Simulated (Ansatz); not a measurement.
# Mg6TlCd: relaxing a made-up structure, part 2 of 2

This structure for Mg6TlCd is made up. Its elements were placed in a known structure type with a cell scaled to their sizes. What cell does the guess relax to, and how far off was it?

Ansatz 0.2.0; DFT, PBE, plane-wave PAW, files of the set soft_1, scalar-relativistic, no spin, cell and ions relaxed at zero pressure; PAW set soft_1 (the session's first sound run).

So far: Set-up; Relaxing cell and atoms. The relaxed cell has a, b, c = 5.256, 6.289, 11.179 Å (conventional setting).

### 3. Electronic structure of the relaxed cell

With the geometry fixed, one more self-consistent run, with a narrower smearing and the mesh shown in its input, gives the bands, and its pressure, and its forces where symmetry allows any, show how far the geometry depends on these settings.

This step: DFT, PBE, plane-wave PAW, files of the set soft_1, scalar-relativistic, no spin, bands and density of states at the relaxed cell; PAW set soft_1 (Ansatz 0.2.0).

input.yaml

```yaml
crystal:
  lattice:
    - [5.2556512052, 0.0, 0.0]
    - [0.0, 3.1445887291, 5.5894647432]
    - [0.0, -3.1445887291, 5.5894647432]
  atoms:
    - { symbol: Tl, position: [0.0, 0.8428678059, 0.8428678059] }
    - { symbol: Cd, position: [0.5, 0.6504183206, 0.6504183206] }
    - { symbol: Mg, position: [0.5, 0.1664114464, 0.1664114464] }
    - { symbol: Mg, position: [0.5, 0.6608489373, 0.1661157685] }
    - { symbol: Mg, position: [0.5, 0.1661157685, 0.6608489373] }
    - { symbol: Mg, position: [0.0, 0.3343057008, 0.3343057008] }
    - { symbol: Mg, position: [0.0, 0.8378631125, 0.340668908] }
    - { symbol: Mg, position: [0.0, 0.340668908, 0.8378631125] }
kpoints:
  mp_grid: { grid: [6, 6, 6] }
  band_path:
    path:
      - [[0.0, 0.0, 0.0], [0.0, 0.32912747, -0.32912747], [0.0, 0.0, -0.5], [-0.5, 0.0, -0.5], [-0.5, 0.32912747, -0.32912747], [-0.5, 0.0, 0.0], [0.0, 0.0, 0.0], [0.0, -0.5, -0.5], [0.0, -0.32912747, -0.67087253], [-0.5, -0.32912747, -0.67087253], [-0.5, -0.5, -0.5], [0.0, -0.5, -0.5]]
      - [[-0.5, 0.0, 0.0], [-0.5, -0.5, -0.5]]
    npoints: 6
scf:
  occupations: { method: fermi_dirac, width: 0.03 }
  n_extra_bands: 12
hamiltonian:
  xc: pbe
  pseudopotentials: { kind: paw, azcp: { folder: soft_1 } }
output:
  forces: true
  stress: true
  write_bands: true
  dos: { projected: true }
  write_density: true
  write_potential: true
  elf: true
  volumetric_format: npy
```

Command:

```
$ ansatz run input.yaml --threads 4 --pin off --max-ram 10240MiB --backend cpu --events-out ev --progress --plain --runs-dir out
```

Numbers of over 12 decimals in the logs are rounded to 6 here.

The log of the run:

```text
[...]
Crystal: 8 atoms, lattice volume = 184.753 Å³
Basis set: ecut = 420 eV, 3625 PW (Γ), exchange–correlation on 72×90×90 points (8 copies of the dense FFT grid, shifted against one another)
Bands: 59, of which v1, the nominal top of the filled ones, is band 47 counted from 1 (46 counted from 0)
Symmetry: 4 space group operations
[...]
k-points: 52 of 216 (time reversal used)
[...]
SCF iter   1: F=—  HF=-31245.310795 eV  |F-HF|=—  |Δ(HF+E_count)|=         —  Δρ=3.92e-2  dr2=5.58e0  ethr=3.10e-3  ⟨swp⟩=8.1  Hψ=12432  notcnv=0  defer=36
[...]
SCF iter   9: F=-31243.915159 eV  HF=-31243.915159 eV  |F-HF|=1.13e-8  |Δ(HF+E_count)|=   6.02e-8  Δρ=2.76e-6  dr2=2.10e-8  ethr=1.08e-10  ⟨swp⟩=16.8  Hψ=21778  notcnv=0
SCF 1 converged in 9 iterations: F = -31243.915159 eV  dr2 = 2.10e-8
[...]
NSCF: frozen V_eff on 74 k-points
SCF converged after 9 iterations
Free energy (F): -31243.915159 eV
[...]
Internal energy: -31243.905022 eV  (E = F + TS)
E sigma→0 (E₀):  -31243.910091 eV
Entropy (-TS):   -0.010137 eV (-1.267 meV/atom)
Fermi energy:    7.629210 eV
[...]
--- Forces (eV/Å), atoms counted from 1 ---
  atom   1  Tl     0.00000000     0.00000000    -0.01484598
  atom   2  Cd     0.00000000     0.00000000     0.02883878
  atom   3  Mg     0.00000000     0.00000000    -0.01769603
  atom   4  Mg    -0.00000000     0.03286054    -0.00032861
  atom   5  Mg    -0.00000000    -0.03286054    -0.00032861
  atom   6  Mg     0.00000000     0.00000000     0.00007381
  atom   7  Mg     0.00000000    -0.01103143     0.00216723
  atom   8  Mg     0.00000000     0.01103143     0.00216723
  max |Σ_I F_I| component: 4.78e-5 eV/Å
--- Stress (GPa, compression-positive) ---
       -0.451220       0.000000       0.000000
        0.000000       0.494917       0.000000
        0.000000       0.000000      -0.272957
  P = ⅓ Tr σ = -0.0764 GPa (-0.764 kbar)
--- Band table (eV; the first three rows and the last of 52) ---
  k-point 0: bands = [... 43 lower, 5.4973, 5.5607, 5.6044, 6.3649, 9.6797, 9.7793, 10.0476, 10.1389, ... 8 higher]
  k-point 1: bands = [... 43 lower, 5.6411, 6.2339, 6.5657, 7.0932, 9.0148, 9.0469, 9.5259, 9.9124, ... 8 higher]
  k-point 2: bands = [... 43 lower, 6.0652, 7.3050, 7.4853, 7.8260, 7.8637, 8.9162, 9.1945, 9.5582, ... 8 higher]
  k-point 51: bands = [... 43 lower, 5.3511, 5.4427, 5.7382, 9.2814, 9.7527, 9.7585, 10.4686, 10.5222, ... 8 higher]
```

Run time: 22 s. Hardware: 4 threads of Intel Xeon 6975P-C (Granite Rapids), shared host; peak memory 1.1 GiB.

The column dr2 measures how far the density is from self-consistency, as an energy; F and HF (Harris–Foulkes) agree once it is small.

Numbers from this step:

```yaml
free_energy: -31243.9152 eV
energy_at_zero_smearing: -31243.9101 eV
smearing_term_ts: 0.01014 eV
fermi_energy: 7.629 eV
pressure: -0.07642 GPa
```

From bands.tsv, the bands that come nearest the Fermi level along the path, at its corners, in eV from the Fermi level:

| point | band 43 | band 44 | band 45 | band 46 | band 47 | band 48 | band 49 | band 50 |
| --- | --- | --- | --- | --- | --- | --- | --- | --- |
| Γ | -2.35 | -2.13 | -2.07 | -2.02 | -1.26 | 2.05 | 2.15 | 2.42 |
| X | -0.86 | -0.83 | -0.82 | -0.24 | -0.10 | -0.08 | 0.09 | 0.10 |
| S | -1.11 | -1.04 | -0.54 | -0.48 | 0.61 | 0.86 | 1.45 | 1.54 |
| R | -2.60 | -2.46 | -2.32 | -2.09 | 1.73 | 2.09 | 2.24 | 2.61 |
| A | -4.11 | -3.95 | -0.12 | 0.10 | 0.41 | 0.70 | 0.81 | 1.41 |
| Z | -1.69 | -1.60 | -1.34 | -1.19 | -1.12 | -0.84 | -0.40 | -0.38 |
| Γ | -2.35 | -2.13 | -2.07 | -2.02 | -1.26 | 2.05 | 2.15 | 2.42 |
| Y | -1.33 | -1.05 | -0.65 | -0.51 | 0.53 | 0.86 | 1.31 | 1.34 |
| X1 | -0.86 | -0.83 | -0.82 | -0.24 | -0.10 | -0.08 | 0.09 | 0.10 |
| A1 | -4.11 | -3.95 | -0.12 | 0.10 | 0.41 | 0.70 | 0.81 | 1.41 |
| T | -2.53 | -2.28 | -2.19 | -1.89 | 1.65 | 2.12 | 2.13 | 2.84 |
| Y | -1.33 | -1.05 | -0.65 | -0.51 | 0.53 | 0.86 | 1.31 | 1.34 |
| Z | -1.69 | -1.60 | -1.34 | -1.19 | -1.12 | -0.84 | -0.40 | -0.38 |
| T | -2.53 | -2.28 | -2.19 | -1.89 | 1.65 | 2.12 | 2.13 | 2.84 |

Counts of states for the cell as run, both spins, by energy window (eV from the Fermi level):

```csv
from,to,total
-8,-7,1.87
-7,-6,0.04
-6,-5,1.94
-5,-4,1.66
-4,-3,2.27
-3,-2,2.68
-2,-1,3.33
-1,0,2.97
0,1,3.38
1,2,3.84
2,3,3.93
```

A further 76.1 states lie below the table's range.

Electrostatic potential energy in the ac plane of the conventional cell at fractional y = 0.000, with atoms of Tl and Cd and Mg within 0.2 Å of it. With pseudopotentials it is smooth inside the atoms' cores, unlike the true potential.

Ten even steps from '0' (-47 eV) to '9' (10 eV), each cell a mean:
```
999999999999999
678999999999986
226899999999742
214899999999622
125899999999731
568999999999975
999998656799999
999986434579999
999985433479999
999997545689999
999999878899999
999999999999999
999999999999999
889999999999998
358999999999873
006999999999830
027999999999840
678999988999986
999998534789999
999996000389999
999997100489999
999998766899999
999999999999999
999999999999999
```
Columns run along a (5.3 Å; values clipped at the 3rd and 97th percentile), rows up along c (11.2 Å), edges of the conventional cell, whose origin can differ from the input's. Atoms in or near the plane, at fractional coordinates: Tl at (0.00, 0.84), Cd at (0.50, 0.65), Mg at (0.50, 0.17), Mg at (0.00, 0.33).

ELF in the ac plane of the conventional cell at fractional y = 0.000, with atoms of Tl and Cd and Mg within 0.2 Å of it. It is the smooth field of the valence electrons, not physical close to the nuclei.

Ten even steps from '0' (0.05) to '9' (0.87), each cell a mean:
```
332234566532223
333334566533333
123334565433331
003333454433420
023322333223331
333211222112333
332212233211233
433223587422234
554323698422345
655322344322455
655322222223456
654333333333456
554444444444455
123555666555421
211467777775202
131268888875022
220367777775113
112565322456311
556641122025665
887621312215788
887620222115788
776641011035677
554444333444455
333334565543333
```
Columns run along a (5.3 Å), rows up along c (11.2 Å), edges of the conventional cell, whose origin can differ from the input's. Atoms in or near the plane, at fractional coordinates: Tl at (0.00, 0.84), Cd at (0.50, 0.65), Mg at (0.50, 0.17), Mg at (0.00, 0.33).

Valence density in the ac plane of the conventional cell at fractional y = 0.000, with atoms of Tl and Cd and Mg within 0.2 Å of it. It is the smooth field of the valence electrons, not physical close to the nuclei.

Values in e/Å³, 24 rows by 15 columns, each cell a mean:
```
 0  0  0  0  0  0  0  0  0  0  0  0  0  0  0
 1  1  0  0  0  0  0  0  0  0  0  0  0  0  1
 4  2  1  0  0  0  0  0  0  0  0  0  1  2  3
 6  4  2  0  0  0  0  0  0  0  0  0  1  3  5
 4  3  1  0  0  0  0  0  0  0  0  0  1  2  4
 1  1  0  0  0  0  0  0  0  0  0  0  0  1  1
 0  0  0  0  0  0  1  2  2  1  0  0  0  0  0
 0  0  0  0  0  2  8 15 12  4  1  0  0  0  0
 0  0  0  0  0  2 11 21 16  5  1  0  0  0  0
 0  0  0  0  0  1  3  6  5  2  0  0  0  0  0
 0  0  0  0  0  0  0  1  0  0  0  0  0  0  0
 0  0  0  0  0  0  0  0  0  0  0  0  0  0  0
 0  0  0  0  0  0  0  0  0  0  0  0  0  0  0
 0  0  0  0  0  0  0  0  0  0  0  0  0  0  0
 3  1  0  0  0  0  0  0  0  0  0  0  0  0  2
21  6  0  0  0  0  0  0  0  0  0  0  0  2 15
13  4  0  0  0  0  0  0  0  0  0  0  0  1  9
 1  0  0  0  0  0  0  0  0  0  0  0  0  0  0
 0  0  0  0  0  0  1  3  2  0  0  0  0  0  0
 0  0  0  0  0  0  7 21 14  2  0  0  0  0  0
 0  0  0  0  0  0  4 14  9  1  0  0  0  0  0
 0  0  0  0  0  0  0  1  0  0  0  0  0  0  0
 0  0  0  0  0  0  0  0  0  0  0  0  0  0  0
 0  0  0  0  0  0  0  0  0  0  0  0  0  0  0
```
Columns run along a (5.3 Å), rows up along c (11.2 Å), edges of the conventional cell, whose origin can differ from the input's. Atoms in or near the plane, at fractional coordinates: Tl at (0.00, 0.84), Cd at (0.50, 0.65), Mg at (0.50, 0.17), Mg at (0.00, 0.33).

### 4. Summary of results

```
space group, relaxed : Amm2
conventional cell    : a = 5.256, b = 6.289, c = 11.179 Å; α = 90.0°, β = 90.0°, γ = 90.0°
volume per atom      : 23.09 Å³ (guess 23.12)
```

What this shows: Mg6TlCd relaxes to Amm2 with a = 5.256, b = 6.289 and c = 11.179 Å. The guessed volume was near the relaxed one. The space group Amm2 was held in the relaxation, so the end point is a stationary structure within it and may be a saddle against distortions or other arrangements. Bands cross the Fermi level, so it is a metal or semimetal at this level. The electron count is odd, which forces that without spin polarisation or a larger cell. On the 6×6×6 mesh with the narrower smearing (relaxed on 5×5×5) the largest force component is 0.033 eV/Å and the largest stress component is 0.495 GPa, against the relaxation's thresholds of 0.015 eV/Å and 0.05 GPa. The cutoff wasn't tested. Spin-orbit coupling is left out, which can matter for elements this heavy. No dispersion term is used, so weakly bound directions may come out too long. Nothing here tests whether the compound is stable against decomposition.

[Logs are printed without paths, hosts, clocks, repeated set-up lines and the standing remarks that a program may print on its own settings, such as how far it seeks lower states.]

[Hosts, paths, dates, database ids (printed as entryN), source tags and the programs' standing remarks are cut or masked in the printed files.]
